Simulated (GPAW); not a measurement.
# How the form of the self-energy moves the gap of CaC2 (I4/mmm)

How much does the gap of CaC2 (I4/mmm) depend on the approximation to the self-energy?

Calculated with GPAW 26.7.0; LDA and many-body steps on it, plane waves.

Report form: the programs' logs are mostly left out.

## Step 1: Set-up

The structure is tetragonal, space group I4/mmm (No. 139). Conventional cell: a = 3.869 Å, b = 3.869 Å, c = 6.404 Å, α = 90.00°, β = 90.00°, γ = 90.00°. Nearest to Ca lie 10 C at 2.58 to 2.81 Å. Nearest to C lie 1 C at 1.25 Å and 5 Ca at 2.58 to 2.81 Å. Farther neighbours are not listed.

As a file:

```cif
data_structure
_symmetry_space_group_name_H-M 'I4/mmm'
_symmetry_Int_Tables_number 139
_cell_length_a 3.8686
_cell_length_b 3.8686
_cell_length_c 6.4042
_cell_angle_alpha 90.000
_cell_angle_beta 90.000
_cell_angle_gamma 90.000
_cell_volume 95.85
loop_
_atom_site_label
_atom_site_type_symbol
_atom_site_symmetry_multiplicity
_atom_site_Wyckoff_symbol
_atom_site_fract_x
_atom_site_fract_y
_atom_site_fract_z
_atom_site_occupancy
Ca1 Ca 2 a 0.00000 0.00000 0.00000 1
C1 C 4 e 0.50000 0.50000 0.09789 1
```

The cell and positions are those that the Materials Project relaxed with its own functionals (PBE, PBE+U or r2SCAN), kept fixed.

## Step 2: Empty states on the mesh, 4×4×4 mesh, 317 bands

This step: GPAW 26.7.0; DFT, LDA, plane waves, PAW.

The sums over transitions need many empty states on a uniform mesh; this step solves for them.

File run.py:

```python
import json
import numpy as np
from gpaw.mpi import world
from gpaw import GPAW

calc = GPAW('gs.gpw').fixed_density(kpts={'size': (4, 4, 4), 'gamma': True},
    parallel={'domain': 1, 'band': 1},
    txt='nscf.txt')
calc.diagonalize_full_hamiltonian(nbands=317)
calc.write('full.gpw', mode='all')
res = {}
kpts = calc.get_ibz_k_points()
res['kpts'] = kpts
res['eigenvalues'] = [calc.get_eigenvalues(kpt=k) for k in range(len(kpts))]
res['n_electrons'] = calc.get_number_of_electrons()

if world.rank == 0:
    with open('result.json', 'w') as f:
        json.dump(res, f, default=lambda x: x.tolist())
```

Started as:

```
$ mpirun -n 4 gpaw python run.py
```

Elapsed: 31 s, on 4 MPI ranks of Arm Neoverse V1, shared host; peak memory 1.5 GiB; 2 min of CPU time.

Numbers from this step:

* gap: 1.189 eV
* k of the valence top: 0.5, 0.5, 0.5
* k of the conduction bottom: 0.5, 0.5, 0
* least direct gap: 2.249 eV
* k points computed: 13
* lowest point of the top converged band, above the valence top: 184.0819 eV

On this mesh the gap is 1.189 eV.

## Step 3: G0W0, Godby-Needs plasmon pole

G0W0 replaces the xc potential by the self-energy, built once from these orbitals. Only a window of levels is corrected, while the sums run over the empty bands that the input names.

This step: G0W0 on LDA, plane waves, PAW.

File run.py:

```python
import json
import numpy as np
from gpaw.mpi import world
from gpaw.response.g0w0 import G0W0

gw = G0W0('full.gpw',
    filename='gw',
    kpts=[0, 10, 12],
    bands=(7, 11),
    ecut=120,
    nbands=143,
    integrate_gamma='WS',
    ppa=True)
gw.calculate()
res = {mode: {k: v for k, v in r.items() if k != 'sigma_eskwn'}
       for mode, r in gw.all_results.items()}

if world.rank == 0:
    with open('result.json', 'w') as f:
        json.dump(res, f, default=lambda x: x.tolist())
```

Started as:

```
$ mpirun -n 4 gpaw python run.py
```

Wall time 71 s (4 MPI ranks); peak memory 1.2 GiB.

Numbers from this step:

```yaml
g0w0_gap_on_the_points_computed: 3.074 eV
least_direct_g0w0_gap_on_the_computed_points: 4.299 eV
z_at_the_valence_top: 0.7770
z_at_the_conduction_bottom: 0.8223
starting_gap_on_the_mesh: 1.189 eV
k_of_the_valence_top: 0.5, 0.5, 0.5
k_of_the_conduction_bottom: 0.5, 0.5, 0
```

The gap on the mesh goes from 1.19 eV to 3.07 eV, a correction of +1.89 eV.

## Step 4: One-shot HSE06

This step: one-shot HSE06 levels on LDA orbitals, plane waves, PAW.

File run.py:

```python
import json
import numpy as np
from gpaw.mpi import world
from gpaw.hybrids.eigenvalues import non_self_consistent_eigenvalues

dft, vxc, vxc_hyb = non_self_consistent_eigenvalues('full.gpw', 'HSE06', 7, 11, kpt_indices=[0, 10, 12])
res = {'dft': dft[0], 'hybrid': (dft - vxc + vxc_hyb)[0]}
if world.rank == 0:
    with open('hybrid.txt', 'w') as f:
        for k, e0, e1 in zip([0, 10, 12], res['dft'], res['hybrid']):
            print(k, ' '.join(f'{x:9.4f}' for x in e0), '|', ' '.join(f'{x:9.4f}' for x in e1), file=f)

if world.rank == 0:
    with open('result.json', 'w') as f:
        json.dump(res, f, default=lambda x: x.tolist())
```

Started as:

```
$ mpirun -n 4 gpaw python run.py
```

Elapsed: 4 s, on 4 MPI ranks; peak memory 0.43 GiB.

Numbers from this step:

| Quantity | Value |
| --- | --- |
| starting gap on the mesh | 1.189 eV |
| hybrid gap on the mesh | 2.679 eV |
| least direct hybrid gap on the computed points | 3.824 eV |

## Step 5: G0W0, extrapolated in the cutoff

This step: G0W0 on LDA, plane waves, PAW.

File run.py:

```python
import json
import numpy as np
from gpaw.mpi import world
from gpaw.response.g0w0 import G0W0

gw = G0W0('full.gpw',
    filename='gw',
    kpts=[0, 10, 12],
    bands=(7, 11),
    ecut=200.0,
    integrate_gamma='WS',
    ppa=True,
    ecut_extrapolation=True)
gw.calculate()
res = {mode: {k: v for k, v in r.items() if k != 'sigma_eskwn'}
       for mode, r in gw.all_results.items()}

if world.rank == 0:
    with open('result.json', 'w') as f:
        json.dump(res, f, default=lambda x: x.tolist())
```

Started as:

```
$ mpirun -n 4 gpaw python run.py
```

Elapsed: 8.1 min, on 4 MPI ranks; peak memory 1.4 GiB.

This step gave:

```yaml
quasiparticle_gap_on_the_points_computed: 3.304 eV
least_direct_quasiparticle_gap_on_the_computed_points: 4.482 eV
z_at_the_valence_top: 0.7729
z_at_the_conduction_bottom: 0.8206
starting_gap_on_the_mesh: 1.189 eV
k_of_the_valence_top: 0.5, 0.5, 0.5
k_of_the_conduction_bottom: 0.5, 0.5, 0
gaps_at_the_cutoffs_of_the_extrapolation: 3.162, 3.176, 3.191 eV
```

Against G0W0 in GPAW (4×4×4 mesh, 143 bands, screening to 120 eV, Godby-Needs plasmon pole), the gap moves by +0.231 eV.

## Step 6: One-shot Hartree-Fock

This step: one-shot Hartree-Fock levels on LDA orbitals, plane waves, PAW.

File run.py:

```python
import json
import numpy as np
from gpaw.mpi import world
from gpaw.hybrids.eigenvalues import non_self_consistent_eigenvalues

dft, vxc, vxc_hyb = non_self_consistent_eigenvalues('full.gpw', 'EXX', 7, 11, kpt_indices=[0, 10, 12])
res = {'dft': dft[0], 'hybrid': (dft - vxc + vxc_hyb)[0]}
if world.rank == 0:
    with open('hybrid.txt', 'w') as f:
        for k, e0, e1 in zip([0, 10, 12], res['dft'], res['hybrid']):
            print(k, ' '.join(f'{x:9.4f}' for x in e0), '|', ' '.join(f'{x:9.4f}' for x in e1), file=f)

if world.rank == 0:
    with open('result.json', 'w') as f:
        json.dump(res, f, default=lambda x: x.tolist())
```

Started as:

```
$ mpirun -n 4 gpaw python run.py
```

Wall time 4.3 s (4 MPI ranks); peak memory 0.85 GiB.

This step gave:

```
starting gap on the mesh                       : 1.189 eV
hybrid gap on the mesh                         : 9.502 eV
least direct hybrid gap on the computed points : 10.42 eV
```

## Step 7: G0W0, full frequency, Hilbert transform

This step: G0W0 on LDA, plane waves, PAW.

File run.py:

```python
import json
import numpy as np
from gpaw.mpi import world
from gpaw.response.g0w0 import G0W0

gw = G0W0('full.gpw',
    filename='gw',
    kpts=[0, 10, 12],
    bands=(7, 11),
    ecut=120,
    nbands=143,
    integrate_gamma='WS',
    frequencies={'type': 'nonlinear', 'domega0': 0.1, 'omega2': 15.0},
    eta=0.1,
    nblocksmax=True)
gw.calculate()
res = {mode: {k: v for k, v in r.items() if k != 'sigma_eskwn'}
       for mode, r in gw.all_results.items()}

if world.rank == 0:
    with open('result.json', 'w') as f:
        json.dump(res, f, default=lambda x: x.tolist())
```

Started as:

```
$ mpirun -n 4 gpaw python run.py
```

Wall time 1.9 min (4 MPI ranks); peak memory 1.4 GiB.

Numbers from this step:

| Quantity | Value |
| --- | --- |
| G0W0 gap on the points computed | 3.052 eV |
| least direct G0W0 gap on the computed points | 4.233 eV |
| starting gap on the mesh | 1.189 eV |
| k of the valence top | 0.5, 0.5, 0.5 |
| k of the conduction bottom | 0.5, 0.5, 0 |

Against G0W0 in GPAW (4×4×4 mesh, 143 bands, screening to 120 eV, Godby-Needs plasmon pole), the gap moves by −0.022 eV.

## Step 8: Side by side

Times are wall times on 4 MPI ranks of Arm Neoverse V1, shared host, good to a factor of about two.

```csv
run,mesh,bands,screening cutoff (eV),DFT gap (eV),gap on the mesh (eV),direct (eV),time
"G0W0, Godby-Needs plasmon pole",4×4×4,143,120,1.189,3.074,4.299,71 s
one-shot HSE06,4×4×4,-,-,1.189,2.679,3.824,4 s
"G0W0, extrapolated in the cutoff",4×4×4,-,200,1.189,3.304,4.482,8.1 min
one-shot Hartree-Fock,4×4×4,-,-,1.189,9.502,10.417,4.3 s
"G0W0, full frequency, Hilbert transform",4×4×4,143,120,1.189,3.052,4.233,1.9 min
```

## Step 9: Outcome

| Quantity | Value |
| --- | --- |
| G0W0, Godby-Needs plasmon pole | 3.074 eV |
| one-shot HSE06 | 2.679 eV |
| G0W0, extrapolated in the cutoff | 3.304 eV |
| one-shot Hartree-Fock | 9.502 eV |
| G0W0, full frequency, Hilbert transform | 3.052 eV |
| known limits | not at the basis limit; coarse k mesh |

One-shot HSE06: −0.394 eV against G0W0, Godby-Needs plasmon pole. G0W0, extrapolated in the cutoff: +0.231 eV against G0W0, Godby-Needs plasmon pole, at other bands or cutoff, so not like for like. One-shot Hartree-Fock: +6.429 eV against G0W0, Godby-Needs plasmon pole. G0W0, full frequency, Hilbert transform: −0.022 eV against G0W0, Godby-Needs plasmon pole. Bare exchange alone opens the gap to 9.50 eV; against G0W0, correlation takes back 6.43 eV. One-shot hybrid levels are evaluated on the LDA orbitals. Bands and cutoff are finite, so the gap is not at the basis limit. The miss can reach some tenths of an eV and take either sign; the mesh is an error of its own. These stock PAW sets were not made for GW. In the G0W0 runs levels were corrected at 3 k points alone, so a gap called «on the mesh» is the least over those, and an edge elsewhere would be missed. The program warns of a poor linear fit in the extrapolation of some level, so the extrapolated values are rough. The 4×4×4 mesh is coarse for this cell, which bears on the long-range parts of exchange and screening.

[Paths, hosts, dates, memory and timing lines, banners, echoed tables and standing remarks are left out of the program output.]

[Logs are printed without paths, hosts, clocks, repeated set-up lines and the standing remarks that a program may print on its own settings, such as how far it seeks lower states.]

[Runs of the session that timed out or met a known fault of the program may be left out.]

[Hosts, paths, dates, database ids (printed as entryN), source tags and the programs' standing remarks are cut or masked in the printed files.]
